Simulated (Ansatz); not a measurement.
# Sn wire along [111], 26 atoms a period, H-terminated: bands by functional, part 2 of 2

Wanted: the relaxed geometry and the bands of the Sn wire along [111], 26 atoms a period, H-terminated.

Ansatz 0.2.0; DFT PBE, plane waves, PAW; relaxation of a wire's period; PAW set soft_1 (the session's first sound run).

So far. Step 2 (Relaxing the period): The cell's length comes to 11.450 Å with spin left out.

### Step 3. Bands of the perfect wire

This step: DFT PBE, plane waves, PAW; bands of a perfect wire; PAW set soft_1 (Ansatz 0.2.0).

At the relaxed period the bands are computed along the axis; those that cross an energy going forward count the channels that a perfect wire would open there.

input.yaml reads:

```yaml
crystal:
  lattice:
    - [19.062, 0.0, 0.0]
    - [0.0, 18.244, 0.0]
    - [0.0, 0.0, 11.4499357844]
  atoms:
    - { symbol: Sn, position: [0.377029855, 0.425835982, 0.99886667] }
    - { symbol: Sn, position: [0.5, 0.648374901, 0.998857399] }
    - { symbol: Sn, position: [0.379218513, 0.427148956, 0.248192587] }
    - { symbol: Sn, position: [0.5, 0.645736672, 0.248184347] }
    - { symbol: Sn, position: [0.620781487, 0.427148956, 0.248192587] }
    - { symbol: H, position: [0.304794888, 0.617764782, 0.283820394] }
    - { symbol: H, position: [0.5, 0.264497014, 0.283824237] }
    - { symbol: H, position: [0.695205112, 0.617764782, 0.283820394] }
    - { symbol: H, position: [0.304794888, 0.382256323, 0.29951294] }
    - { symbol: H, position: [0.5, 0.735524091, 0.299509097] }
    - { symbol: H, position: [0.695205112, 0.382256323, 0.29951294] }
    - { symbol: Sn, position: [0.379218513, 0.572872149, 0.335140747] }
    - { symbol: Sn, position: [0.5, 0.354284433, 0.335148986] }
    - { symbol: Sn, position: [0.620781487, 0.572872149, 0.335140747] }
    - { symbol: Sn, position: [0.377029855, 0.574185123, 0.584466663] }
    - { symbol: Sn, position: [0.5, 0.351646204, 0.584475935] }
    - { symbol: Sn, position: [0.622970145, 0.574185123, 0.584466663] }
    - { symbol: H, position: [0.181377995, 0.561560695, 0.625936248] }
    - { symbol: H, position: [0.240786297, 0.4229121, 0.606029664] }
    - { symbol: H, position: [0.306481909, 0.303970791, 0.606035971] }
    - { symbol: H, position: [0.289661137, 0.75753865, 0.625914381] }
    - { symbol: H, position: [0.391695444, 0.180919631, 0.625928396] }
    - { symbol: H, position: [0.434290763, 0.773103441, 0.606051747] }
    - { symbol: H, position: [0.565709237, 0.773103441, 0.606051747] }
    - { symbol: H, position: [0.608304556, 0.180919631, 0.625928396] }
    - { symbol: H, position: [0.710338863, 0.75753865, 0.625914381] }
    - { symbol: H, position: [0.693518091, 0.303970791, 0.606035971] }
    - { symbol: H, position: [0.759213703, 0.4229121, 0.606029664] }
    - { symbol: H, position: [0.818622005, 0.561560695, 0.625936248] }
    - { symbol: Sn, position: [0.252029878, 0.508204873, 0.668933519] }
    - { symbol: Sn, position: [0.382809325, 0.271526596, 0.668940898] }
    - { symbol: Sn, position: [0.369208079, 0.720284419, 0.668927898] }
    - { symbol: Sn, position: [0.5, 0.500006816, 0.666644335] }
    - { symbol: Sn, position: [0.630791921, 0.720284419, 0.668927898] }
    - { symbol: Sn, position: [0.617190675, 0.271526596, 0.668940898] }
    - { symbol: Sn, position: [0.747970122, 0.508204873, 0.668933519] }
    - { symbol: Sn, position: [0.252029878, 0.491816232, 0.914399814] }
    - { symbol: Sn, position: [0.369208079, 0.279736686, 0.914405435] }
    - { symbol: Sn, position: [0.382809325, 0.72849451, 0.914392435] }
    - { symbol: Sn, position: [0.5, 0.500014289, 0.916688998] }
    - { symbol: Sn, position: [0.617190675, 0.72849451, 0.914392435] }
    - { symbol: Sn, position: [0.630791921, 0.279736686, 0.914405435] }
    - { symbol: Sn, position: [0.747970122, 0.491816232, 0.914399814] }
    - { symbol: H, position: [0.181377995, 0.43846041, 0.957397086] }
    - { symbol: H, position: [0.240786297, 0.577109005, 0.97730367] }
    - { symbol: H, position: [0.289661137, 0.242482456, 0.957418953] }
    - { symbol: H, position: [0.306481909, 0.696050314, 0.977297363] }
    - { symbol: H, position: [0.391695444, 0.819101474, 0.957404937] }
    - { symbol: H, position: [0.434290763, 0.226917664, 0.977281587] }
    - { symbol: H, position: [0.565709237, 0.226917664, 0.977281587] }
    - { symbol: H, position: [0.608304556, 0.819101474, 0.957404937] }
    - { symbol: H, position: [0.693518091, 0.696050314, 0.977297363] }
    - { symbol: H, position: [0.710338863, 0.242482456, 0.957418953] }
    - { symbol: H, position: [0.759213703, 0.577109005, 0.97730367] }
    - { symbol: H, position: [0.818622005, 0.43846041, 0.957397086] }
    - { symbol: Sn, position: [0.622970145, 0.425835982, 0.99886667] }
kpoints:
  mp_grid: { grid: [1, 1, 7] }
  band_path: { path: ["Γ", Z], npoints: 90 }
scf:
  occupations: { method: fermi_dirac, width: 0.05 }
hamiltonian:
  xc: pbe
  pseudopotentials: { kind: paw, azcp: { folder: soft_1 } }
output:
  dos: { e_range: [-5, 4] }
  write_potential: true
  write_density: true
  volumetric_format: npy
```

The run is started by

```bash
$ ansatz run input.yaml --threads 4 --pin off --max-ram 16384MiB --backend cpu --events-out ev --progress --plain --runs-dir out
```

Numbers of over 12 decimals in the logs are rounded to 6 here.

Output:

```text
[...]
Crystal: 56 atoms, lattice volume = 3981.911 Å³
Basis set: ecut = 420 eV, 77785 PW (Γ)
Bands: 253, of which v1, the nominal top of the filled ones, is band 197 counted from 1 (196 counted from 0)
Symmetry: 4 space group operations
[...]
k-points: 4 of 7
[...]
SCF iter   1: F=—  HF=-157103.603425 eV  |F-HF|=—  |Δ(HF+E_count)|=         —  Δρ=2.66e-2  dr2=2.89e1  ethr=3.10e-3  ⟨swp⟩=6.8  Hψ=4312  notcnv=0  defer=88
[...]
SCF iter  11: F=-157095.178689 eV  HF=-157095.178689 eV  |F-HF|=4.86e-9  |Δ(HF+E_count)|=   2.25e-7  Δρ=4.04e-7  dr2=1.64e-8  ethr=2.54e-11  ⟨swp⟩=16.5  Hψ=5226  notcnv=0
SCF 1 converged in 11 iterations: F = -157095.178689 eV  dr2 = 1.64e-8
[...]
NSCF: frozen V_eff on 91 k-points
WARN: pass on a band path, mesh or list of k-points: the 91 k-points are solved 10 at a time at the most, because the 14.40 GiB of host memory that the pass is priced against does not hold them all with the solver's workspace as planned. The pass can take longer, above all where fewer k-points are solved at a time than the run has threads. As a rule a larger memory budget leaves room for more at once. The budget is what a run with no `--max-ram-frac` typed is planned for, 0.8 of the host's memory or its container's limit. More memory there lifts it, and so does a share over 0.88 that is typed (of such a share the budget is ten elevenths): [rest of the remark cut]
WARN: The input density's exchange-correlation potential varies sharply where the density is thin. Do not read a vacuum level from v_tot or v_xc, or from such a field of the output density. On a cell that repeats whose density bears no net charge and no dipole along the vacuum's axis use v_es (v_loc + v_h of the components); under efield.dipole_correction with no amplitude use v_es + v_field, which holds any external [...]
SCF converged after 11 iterations
Free energy (F): -157095.178689 eV
[...]
Internal energy: -157095.178689 eV  (E = F + TS)
E sigma→0 (E₀):  -157095.178689 eV
Entropy (-TS):   -0.000000 eV (-0.000 meV/atom)
Fermi energy:    -1.549022 eV
[...]
--- Band table (eV) ---
  k-point 0: bands = [... 193 lower, -2.9657, -2.9656, -2.8799, -2.3174, -0.7712, -0.1397, -0.0823, -0.0055, ... 52 higher]
  k-point 1: bands = [... 193 lower, -2.9043, -2.8901, -2.8900, -2.4383, -0.6905, -0.1444, -0.1432, -0.1429, ... 52 higher]
  k-point 2: bands = [... 193 lower, -2.9639, -2.8308, -2.8307, -2.7343, -0.5128, -0.3552, -0.3537, -0.1571, ... 52 higher]
  k-point 3: bands = [... 193 lower, -2.9649, -2.9648, -2.8238, -2.8236, -0.4876, -0.4861, -0.3405, -0.1976, ... 52 higher]
```

Run time: 27 min. Hardware: 4 threads of Arm Neoverse V1, shared host; peak memory 12 GiB; 1.8 h of CPU time.

The column dr2 measures how far the density is from self-consistency, as an energy; F and HF (Harris–Foulkes) agree once it is small.

Numbers from this step:

* band gap: 1.546 eV

The electronic bands at the labelled points (eV, zero at the Fermi level; v1 is the highest filled band, c1 the lowest empty one):

```csv
point,v4,v3,v2,v1,c1,c2,c3,c4
Γ,-1.42,-1.42,-1.33,-0.77,0.78,1.41,1.47,1.54
halfway,-1.40,-1.29,-1.29,-1.10,0.99,1.24,1.24,1.40
Z,-1.40,-1.40,-1.28,-1.28,1.04,1.04,1.25,1.33
```

The gap is 1.55 eV, with spin left out.

The path shows a direct gap of 1.55 eV (valence top at Γ, conduction bottom at Γ).

### Step 4. Levels at the same atoms, cutoff 500 eV, k-mesh 1×1×6

This step: DFT r2SCAN, plane waves, PAW; bands of a perfect wire at the PBE geometry; PAW set soft_1 (Ansatz 0.2.0).

The atoms stay at the PBE geometry and the functional changes. r2SCAN also reads the kinetic-energy density; it often gives larger moments and wider gaps than PBE, at a higher cost. Against the first PBE run of this kind, the cutoff is 500 eV against 420 and the mesh along the wire has 6 points against 7.

Changes to input.yaml since step 3:

```diff
@@ -63,3 +63,3 @@
 kpoints:
-  mp_grid: { grid: [1, 1, 7] }
+  mp_grid: { grid: [1, 1, 6] }
   band_path: { path: ["Γ", Z], npoints: 90 }
@@ -68,8 +68,3 @@
 hamiltonian:
-  xc: pbe
+  xc: r2scan
   pseudopotentials: { kind: paw, azcp: { folder: soft_1 } }
-output:
-  dos: { e_range: [-5, 4] }
-  write_potential: true
-  write_density: true
-  volumetric_format: npy
```

Output:

```text
[...]
Crystal: 56 atoms, lattice volume = 3981.911 Å³
Basis set: ecut = 500 eV, 101183 PW (Γ), exchange–correlation on 576×540×360 points (64 copies of the dense FFT grid, shifted against one another)
Bands: 253, of which v1, the nominal top of the filled ones, is band 197 counted from 1 (196 counted from 0)
Symmetry: 4 space group operations
[...]
k-points: 4 of 6
[...]
SCF iter   1: F=—  HF=-157476.726023 eV  |F-HF|=—  |Δ(HF+E_count)|=         —  Δρ=2.53e-2  dr2=2.59e1  dr2_τ=2.07e-1  ethr=3.10e-3  ⟨swp⟩=7.0  Hψ=4657  notcnv=0  defer=66
[...]
SCF iter  10: F=-157471.647647 eV  HF=-157471.647647 eV  |F-HF|=3.26e-7  |Δ(HF+E_count)|=   4.07e-6  Δρ=1.26e-6  dr2=9.18e-8  dr2_τ=2.99e-9  ethr=2.54e-11  ⟨swp⟩=15.0  Hψ=6213  notcnv=0
SCF 1 converged in 10 iterations: F = -157471.647647 eV  dr2 = 9.18e-8
[...]
SCF converged after 10 iterations
Free energy (F): -157471.647647 eV
[...]
Internal energy: -157471.647647 eV  (E = F + TS)
E sigma→0 (E₀):  -157471.647647 eV
Fermi energy:    -1.558396 eV
[...]
--- Band table (eV) ---
  k-point 0: bands = [... 193 lower, -3.1633, -3.1633, -3.0818, -2.4803, -0.6274, -0.0003, 0.0188, 0.1107, ... 52 higher]
  k-point 1: bands = [... 193 lower, -3.1151, -3.0706, -3.0706, -2.6441, -0.5252, -0.0704, -0.0694, -0.0040, ... 52 higher]
  k-point 2: bands = [... 193 lower, -3.1899, -3.0334, -3.0166, -3.0165, -0.3157, -0.3047, -0.3037, -0.0238, ... 52 higher]
  k-point 3: bands = [... 193 lower, -3.1463, -3.1461, -3.0248, -3.0246, -0.3987, -0.3978, -0.1703, -0.0746, ... 52 higher]
```

Elapsed: 56 min, on 4 threads; peak memory 13 GiB; 3.5 h of CPU time.

This step gave:

| Property | Result |
| --- | --- |
| band gap | 1.853 eV |

The electronic bands at the labelled points (eV, zero at the Fermi level; v1 is the highest filled band, c1 the lowest empty one):

```csv
point,v4,v3,v2,v1,c1,c2,c3,c4
Γ,-1.60,-1.60,-1.52,-0.92,0.93,1.56,1.58,1.67
halfway,-1.59,-1.48,-1.48,-1.26,1.13,1.36,1.36,1.55
Z,-1.59,-1.59,-1.47,-1.47,1.16,1.16,1.39,1.48
```

The gap is 1.85 eV, against 1.55 eV under PBE at the relaxed period.

### Step 5. Summary of results

```
cell length, PBE : 11.45 Å
gap, PBE         : 1.55 eV
gap, r2SCAN      : 1.85 eV
```

**Reading.** Under PBE the cell's length is 11.45 Å, and a gap of 1.55 eV makes it a semiconductor. At the relaxed period the wire is gapped under every functional, from 1.55 eV (PBE) to 1.85 eV (r2SCAN). Weak screening in one dimension makes quasiparticle gaps larger than the semilocal gaps, as a rule.

[Logs are printed without paths, hosts, clocks, repeated set-up lines and the standing remarks that a program may print on its own settings, such as how far it seeks lower states.]

[Hosts, paths, dates, database ids (printed as entryN), source tags and the programs' standing remarks are cut or masked in the printed files.]
